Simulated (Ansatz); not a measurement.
# How Y(0001) screens a field, part 2 of 2

Wanted: the response of a Y(0001) slab to a perpendicular field.

Ansatz 0.2.0; plane-wave DFT, r2SCAN, Ansatz PAW.

So far. Step 8 (Atoms held, field -0.2 V/Å): The dipole is -0.292 e·Å.

### Step 9. Single point, field 0.4 V/Å

Input file input.yaml:

```yaml
crystal:
  lattice:
    - [3.65, 0.0, 0.0]
    - [1.825, 3.1609927238, 0.0]
    - [0.0, 0.0, 35.20245]
  atoms:
    - { symbol: "Y", position: [0.0, 0.0, 0.2556640234] }
    - { symbol: "Y", position: [0.6666666667, 0.6666666667, 0.3371093489] }
    - { symbol: "Y", position: [0.0, 0.0, 0.4185546745] }
    - { symbol: "Y", position: [0.6666666667, 0.6666666667, 0.5] }
    - { symbol: "Y", position: [0.0, 0.0, 0.5814453255] }
    - { symbol: "Y", position: [0.6666666667, 0.6666666667, 0.6628906511] }
    - { symbol: "Y", position: [0.0, 0.0, 0.7443359766] }
kpoints:
  mp_grid: { grid: [18, 18, 1] }
hamiltonian:
  xc: r2scan
scf:
  occupations: { method: fermi_dirac, width: 0.1 }
  convergence: { dr2_threshold: 1.0e-10 }
efield:
  axis: 3
  dipole_correction: true
  ramp_position: 0.97
  ramp_width: 0.06
  amplitude: 0.4
output:
  forces: true
  write_potential: true
  write_density: true
  volumetric_format: npy
  elf: true
```

Launch:

```sh
ansatz run input.yaml --threads 4 --pin off --max-ram 6144MiB --backend cpu --events-out ev --progress --plain --runs-dir out
```

Numbers of over 12 decimals in the logs are rounded to 6 here.

What it wrote:

```text
[...]
Crystal: 7 atoms, lattice volume = 406.153 Å³
Basis set: ecut = 500 eV, 10413 PW (Γ), exchange–correlation on 108×108×1080 points (64 copies of the dense FFT grid, shifted against one another)
Bands: 47, of which v1, the nominal top of the filled ones, is band 39 counted from 1 (38 counted from 0)
Symmetry: 6 space group operations
k-points: 37 of 324 (time reversal used)
[...]
k-point 0: bands = [... 35 lower, 3.9806, 4.1951, 4.6011, 4.6100, 4.8494, 5.2814, 5.6766, 5.6766, ... 12 higher]
  k-point 1: bands = [... 35 lower, 3.9908, 4.1924, 4.5408, 4.5525, 4.8152, 5.2609, 5.5648, 5.5894, ... 12 higher]
  k-point 2: bands = [... 35 lower, 4.0064, 4.1661, 4.3711, 4.4124, 4.7285, 5.1998, 5.2988, 5.3169, ... 12 higher]
  k-point 36: bands = [... 35 lower, 3.4608, 3.4674, 3.4723, 3.4879, 3.8554, 3.9378, 4.1964, 4.3373, ... 12 higher]
[key lines of the parts left out:]
SCF converged after 23 iterations
Free energy (F): -27016.709563 eV
Fermi energy:    3.919503 eV
Dipole field:    D = 0.260203 V/Å  (p = 0.584036 e·Å, saw-weighted, corrected)
```

The job ended after 1.9 min (4 threads of Intel Xeon Platinum 8259CL at 2.50GHz (Skylake/Cascade Lake), shared host; peak memory 2 GiB; 7.5 min of CPU time).

Running mean over 2.867 Å of the planar mean, with the applied field; the ramp of the sawtooth is left out. Table of electron's electrostatic potential energy less the Fermi level by z:

z (Å), electron's electrostatic potential energy less the Fermi level (eV) and a bar from the least value:
```
        4       2.62 #########################
        5       2.94 ##########################
        6       2.92 ##########################
        7       1.14 #####################
        8      -4.11 #####
        9      -5.90 
       10      -5.62 #
       11      -5.47 #
       12      -5.50 #
       13      -5.55 #
       14      -5.58 #
       15      -5.58 #
       16      -5.57 #
       17      -5.57 #
       18      -5.57 #
       19      -5.57 #
       20      -5.58 #
       21      -5.58 #
       22      -5.57 #
       23      -5.52 #
       24      -5.48 #
       25      -5.58 #
       26      -5.90 
       27      -4.98 ###
       28       0.19 ##################
       29       3.06 ##########################
       30       3.83 #############################
       31       4.28 ##############################
```

The dipole is 0.584 e·Å.

### Step 10. The response

This step: plane-wave DFT, r2SCAN, Ansatz PAW; screening of a field by a metal slab (Ansatz 0.2.0).

The dipoles give the slope, and the difference of two potentials shows where the field is screened.

Numbers from this step:

```yaml
equivalent_conductor_thickness_p_eps_0ae: 22.85 Å
distance_between_the_outer_atoms: 17.20 Å
inner_field_over_outer_field: 4.83e-4
image_plane_upper_face: 2.799 Å
induced_electrons_on_the_upper_face_over_eps_0e: -0.9994
image_plane_lower_face: 2.798 Å
induced_electrons_on_the_lower_face_over_eps_0e: 0.9995
```

Dipole of the cell against applied field:

```csv
applied field (V/Å),dipole of the cell (e·Å)
-0.200,-0.292
-0.100,-0.146
-0.050,-0.0728
0.000,-1.4e-6
0.050,0.0729
0.100,0.146
0.200,0.292
0.400,0.584
```

Local field over the applied field, running mean. From the potentials at -0.05 and 0.05 V/Å; running mean over 2.867 Å. The local field over applied field by z:

z (Å), local field over applied field and a bar from the least value:
```
        5      0.894 ##############################
        6      0.648 ######################
        7      0.252 ##########
        8     -0.005 ##
        9     -0.067 
       10     -0.003 ##
       11     -0.003 ##
       12     -0.007 ##
       13      0.000 ##
       14     -0.005 ##
       15     -0.001 ##
       16      0.001 ##
       17      0.000 ##
       18      0.000 ##
       19      0.001 ##
       20      0.000 ##
       21     -0.005 ##
       22     -0.001 ##
       23     -0.004 ##
       24     -0.007 ##
       25      0.005 ##
       26     -0.058 
       27     -0.032 #
       28      0.182 ########
       29      0.572 ####################
       30      0.861 #############################
```

Electrons, planar mean, per unit field. The induced electron density by z:

```csv
z (Å),induced electron density (e/Å³ per V/Å)
4.5,2.3e-4
5.0,4.9e-4
5.5,9.8e-4
6.0,0.00180
6.5,0.00289
7.0,0.00369
7.5,0.00316
8.0,4.8e-4
8.5,-0.00214
9.0,-0.00178
9.5,5.7e-4
10.0,7.6e-4
10.5,2.6e-4
11.0,-4.0e-4
11.5,-3.5e-4
12.0,4.7e-5
12.5,2.3e-4
13.0,5.4e-5
13.5,-4.7e-5
14.0,-5.7e-5
14.5,-5.1e-6
15.0,-2.1e-5
15.5,-1.6e-5
16.0,-1.3e-5
16.5,1.3e-5
17.0,3.9e-5
17.5,-3.1e-6
18.0,-2.0e-5
18.5,-2.9e-5
19.0,6.4e-6
19.5,1.6e-5
20.0,2.6e-5
20.5,-9.0e-6
21.0,4.9e-5
21.5,5.5e-5
22.0,6.8e-6
22.5,-1.9e-4
23.0,-6.5e-5
23.5,-1.9e-6
24.0,6.0e-4
24.5,-1.8e-5
25.0,-5.6e-4
25.5,-9.6e-4
26.0,0.00113
26.5,0.00194
27.0,0.00100
27.5,-0.00235
28.0,-0.00371
28.5,-0.00330
29.0,-0.00223
29.5,-0.00127
30.0,-6.5e-4
30.5,-3.1e-4
```

By hand: between -0.05 and 0.05 V/Å the dipole changes by 0.1457 e·Å, a slope of 1.457 e·Å²/V. A perfect conductor of thickness t has p = ε₀AEt, so t = 180.95 × 1.457 / 11.538 = 22.85 Å (e/ε₀ = 180.95 V·Å, A in Å²). Less the 17.20 Å between the outer atoms, and halved, that puts each image plane 2.82 Å out.

The induced dipole is that of a conductor 22.85 Å thick.

### Step 11. Varying the input: efield.amplitude = 0.02

This step: plane-wave DFT, r2SCAN, Ansatz PAW (Ansatz 0.2.0).

A run with a changed input: it repeats the earlier run at 0.05 V/Å with efield.amplitude from 0.05 to 0.02.

input.yaml, as its differences from that of step 9:

```diff
@@ -25,3 +25,3 @@
   ramp_width: 0.06
-  amplitude: 0.4
+  amplitude: 0.02
 output:
@@ -31,2 +31 @@
   volumetric_format: npy
-  elf: true
```

What it wrote:

```text
[...]
Crystal: 7 atoms, lattice volume = 406.153 Å³
Basis set: ecut = 500 eV, 10413 PW (Γ), exchange–correlation on 108×108×1080 points (64 copies of the dense FFT grid, shifted against one another)
Bands: 47, of which v1, the nominal top of the filled ones, is band 39 counted from 1 (38 counted from 0)
Symmetry: 6 space group operations
k-points: 37 of 324 (time reversal used)
[...]
SCF iter   1: F=—  HF=-27016.541870 eV  |F-HF|=—  |Δ(HF+E_count)|=         —  Δρ=7.28e-3  dr2=2.84e1  dr2_τ=2.39e-2  ethr=1.77e-3  p=0.000 e·Å  D=3.83e-14 V/Å  ΔV_dip=-0.00 eV  dr2_dipole=2.95e1  V_vac-E_F(+/−)=3.24/2.59 eV  ⟨swp⟩=7.9  Hψ=16398  notcnv=0
[...]
SCF iter  14: F=-27016.593177 eV  HF=-27016.593177 eV  |F-HF|=7.64e-11  |Δ(HF+E_count)|=  1.09e-11  Δρ=2.28e-8  dr2=5.47e-12  dr2_τ=1.24e-13  ethr=1.00e-12  p=0.029 e·Å  D=1.30e-2 V/Å  ΔV_dip=-0.46 eV  dr2_dipole=1.72e-13  V_vac-E_F(+/−)=3.52/3.33 eV  ⟨swp⟩=5.1  Hψ=9463  notcnv=0
SCF 1 converged in 14 iterations: F = -27016.593177 eV  dr2 = 5.47e-12
[...]
SCF converged after 14 iterations
Free energy (F): -27016.593177 eV
[...]
Internal energy: -27016.126315 eV  (E = F + TS)
E sigma→0 (E₀):  -27016.359746 eV
Entropy (-TS):   -0.466861 eV (-66.694 meV/atom)
Fermi energy:    3.945307 eV
Dipole field:    D = 0.012982 V/Å  (p = 0.029138 e·Å, saw-weighted, corrected)
Work function:   not extracted (applied field tilts the vacuum); planar V_es + V_field profile in the machine report
[...]
--- Forces (eV/Å), atoms counted from 1 ---
  atom   1  Y      0.00000000    -0.00000000     0.09883593
  atom   2  Y      0.00000000     0.00000000    -0.13752092
  atom   3  Y      0.00000000    -0.00000000     0.03236497
  atom   4  Y      0.00000000     0.00000000     0.00000561
  atom   5  Y      0.00000000    -0.00000000    -0.03272602
  atom   6  Y     -0.00000000     0.00000000     0.13880500
  atom   7  Y     -0.00000000     0.00000000    -0.09976259
  max |Σ_I F_I| component: 1.99e-6 eV/Å
--- Band table (eV; the first three rows and the last of 37) ---
  k-point 0: bands = [... 35 lower, 4.1052, 4.1171, 4.6306, 4.6321, 4.8751, 5.3078, 5.7065, 5.7065, ... 12 higher]
  k-point 1: bands = [... 35 lower, 4.1092, 4.1211, 4.5687, 4.5760, 4.8408, 5.2873, 5.5956, 5.6117, ... 12 higher]
  k-point 2: bands = [... 35 lower, 4.1055, 4.1160, 4.3974, 4.4363, 4.7537, 5.2263, 5.3303, 5.3383, ... 12 higher]
  k-point 36: bands = [... 35 lower, 3.4867, 3.4931, 3.4981, 3.5135, 3.8812, 3.9628, 4.2220, 4.3615, ... 12 higher]
```

The job ended after 61 s (4 threads; peak memory 1.9 GiB).

This step gave:

```yaml
energy_at_zero_smearing: -27016.3597 eV
dipole_along_the_normal: 0.02914 e·Å
```

Force by atom:

```csv
atom,x (eV/Å),y (eV/Å),z (eV/Å),size
Y1,0.000,0.000,0.099,0.099
Y2,0.000,0.000,-0.138,0.138
Y3,0.000,0.000,0.032,0.032
Y4,0.000,0.000,0.000,0.000
Y5,0.000,0.000,-0.033,0.033
Y6,0.000,0.000,0.139,0.139
Y7,0.000,0.000,-0.100,0.100
```

```csv
quantity,this run,earlier run,difference
dipole along the normal (e·Å),0.02914,0.07286,-0.044
```

The applied field differs, and the slope found earlier predicts a dipole of 0.0291 e·Å; this run gives 0.0291 e·Å, in line with it.

### Step 12. The same run with other settings: kpoints.mp_grid.grid = [27, 27, 1]

Another changed input: it repeats the earlier run at 0.05 V/Å with kpoints.mp_grid.grid from [18, 18, 1] to [27, 27, 1].

input.yaml, as its differences from that of step 11:

```diff
@@ -14,3 +14,3 @@
 kpoints:
-  mp_grid: { grid: [18, 18, 1] }
+  mp_grid: { grid: [27, 27, 1] }
 hamiltonian:
@@ -25,3 +25,3 @@
   ramp_width: 0.06
-  amplitude: 0.02
+  amplitude: 0.05
 output:
```

What it wrote:

```text
[...]
Crystal: 7 atoms, lattice volume = 406.153 Å³
Basis set: ecut = 500 eV, 10413 PW (Γ), exchange–correlation on 108×108×1080 points (64 copies of the dense FFT grid, shifted against one another)
Bands: 47, of which v1, the nominal top of the filled ones, is band 39 counted from 1 (38 counted from 0)
Symmetry: 6 space group operations
k-points: 75 of 729 (time reversal used)
[...]
SCF iter   1: F=—  HF=-27017.133955 eV  |F-HF|=—  |Δ(HF+E_count)|=         —  Δρ=1.53e-2  dr2=1.63e2  dr2_τ=8.12e-2  ethr=1.77e-3  p=0.000 e·Å  D=3.83e-14 V/Å  ΔV_dip=-0.00 eV  dr2_dipole=1.67e2  V_vac-E_F(+/−)=3.73/2.12 eV  ⟨swp⟩=9.0  Hψ=15754  notcnv=0
[...]
SCF iter  14: F=-27016.594714 eV  HF=-27016.594714 eV  |F-HF|=1.78e-10  |Δ(HF+E_count)|=  9.82e-11  Δρ=3.31e-8  dr2=2.29e-11  dr2_τ=4.41e-13  ethr=1.00e-12  p=0.073 e·Å  D=3.25e-2 V/Å  ΔV_dip=-1.14 eV  dr2_dipole=1.17e-11  V_vac-E_F(+/−)=3.65/3.17 eV  ⟨swp⟩=8.5  Hψ=18349  notcnv=0
SCF 1 converged in 14 iterations: F = -27016.594714 eV  dr2 = 2.29e-11
[...]
SCF converged after 14 iterations
Free energy (F): -27016.594714 eV
[...]
Internal energy: -27016.127873 eV  (E = F + TS)
E sigma→0 (E₀):  -27016.361293 eV
Entropy (-TS):   -0.466841 eV (-66.692 meV/atom)
Fermi energy:    3.944972 eV
Dipole field:    D = 0.032453 V/Å  (p = 0.072842 e·Å, saw-weighted, corrected)
Work function:   not extracted (applied field tilts the vacuum); planar V_es + V_field profile in the machine report
[...]
--- Forces (eV/Å), atoms counted from 1 ---
  atom   1  Y     -0.00000000    -0.00000000     0.09808773
  atom   2  Y      0.00000000     0.00000000    -0.13657597
  atom   3  Y     -0.00000000    -0.00000000     0.03206869
  atom   4  Y     -0.00000000     0.00000000     0.00001383
  atom   5  Y      0.00000000    -0.00000000    -0.03297134
  atom   6  Y      0.00000000     0.00000000     0.13978273
  atom   7  Y      0.00000000    -0.00000000    -0.10040444
  max |Σ_I F_I| component: 1.24e-6 eV/Å
--- Band table (eV; the first three rows and the last of 75) ---
  k-point 0: bands = [... 35 lower, 4.0972, 4.1245, 4.6301, 4.6320, 4.8748, 5.3075, 5.7062, 5.7062, ... 12 higher]
  k-point 1: bands = [... 35 lower, 4.0996, 4.1263, 4.6031, 4.6056, 4.8592, 5.2982, 5.6585, 5.6639, ... 12 higher]
  k-point 2: bands = [... 35 lower, 4.1037, 4.1285, 4.5214, 4.5360, 4.8158, 5.2720, 5.5185, 5.5390, ... 12 higher]
  k-point 74: bands = [... 35 lower, 3.4863, 3.4927, 3.4977, 3.5132, 3.8809, 3.9625, 4.2217, 4.3612, ... 12 higher]
```

The job ended after 1.8 min (4 threads; peak memory 2.5 GiB; 6.9 min of CPU time).

This step gave:

- energy at zero smearing: -27016.3613 eV
- dipole along the normal: 0.07284 e·Å

Force by atom:

```csv
atom,x (eV/Å),y (eV/Å),z (eV/Å),size
Y1,0.000,0.000,0.098,0.098
Y2,0.000,0.000,-0.137,0.137
Y3,0.000,0.000,0.032,0.032
Y4,0.000,0.000,0.000,0.000
Y5,0.000,0.000,-0.033,0.033
Y6,0.000,0.000,0.140,0.140
Y7,0.000,0.000,-0.100,0.100
```

```csv
quantity,this run,earlier run,difference
dipole along the normal (e·Å),0.07284,0.07286,-1.9e-5
```

The dipole moves by under 0.5 % or 5e-5 e·Å. The run took 14 SCF cycles against 13.

### Step 13. Summary of results

```json
{
 "work function": "3.43 eV",
 "image plane, upper face": "2.80 Å",
 "induced electrons on the upper face over ε₀E": "-0.999",
 "equivalent conductor thickness p/(ε₀AE)": "22.9 Å",
 "inner field over outer field": "4.8e-4"
}
```

The induced charge has its centre 2.80 Å outside the outermost atoms; this is the plane from which a capacitor's gap or an image potential counts. The equivalent conductor thickness exceeds the distance between the outer atoms by 5.65 Å, about the sum of the two image-plane distances. In the middle of the slab the field is screened to under 0.5 % of its outer value. The atoms are held at bulk positions with the tabulated experimental lattice constant.

[Logs are printed without paths, hosts, clocks, repeated set-up lines and the standing remarks that a program may print on its own settings, such as how far it seeks lower states.]

[Hosts, paths, dates, database ids (printed as entryN), source tags and the programs' standing remarks are cut or masked in the printed files.]

[Maps of the electrostatic potential energy from Ansatz leave out the sawtooth potential of an applied field or a dipole correction, so their vacuum need not be flat; planar profiles and work functions include it.]
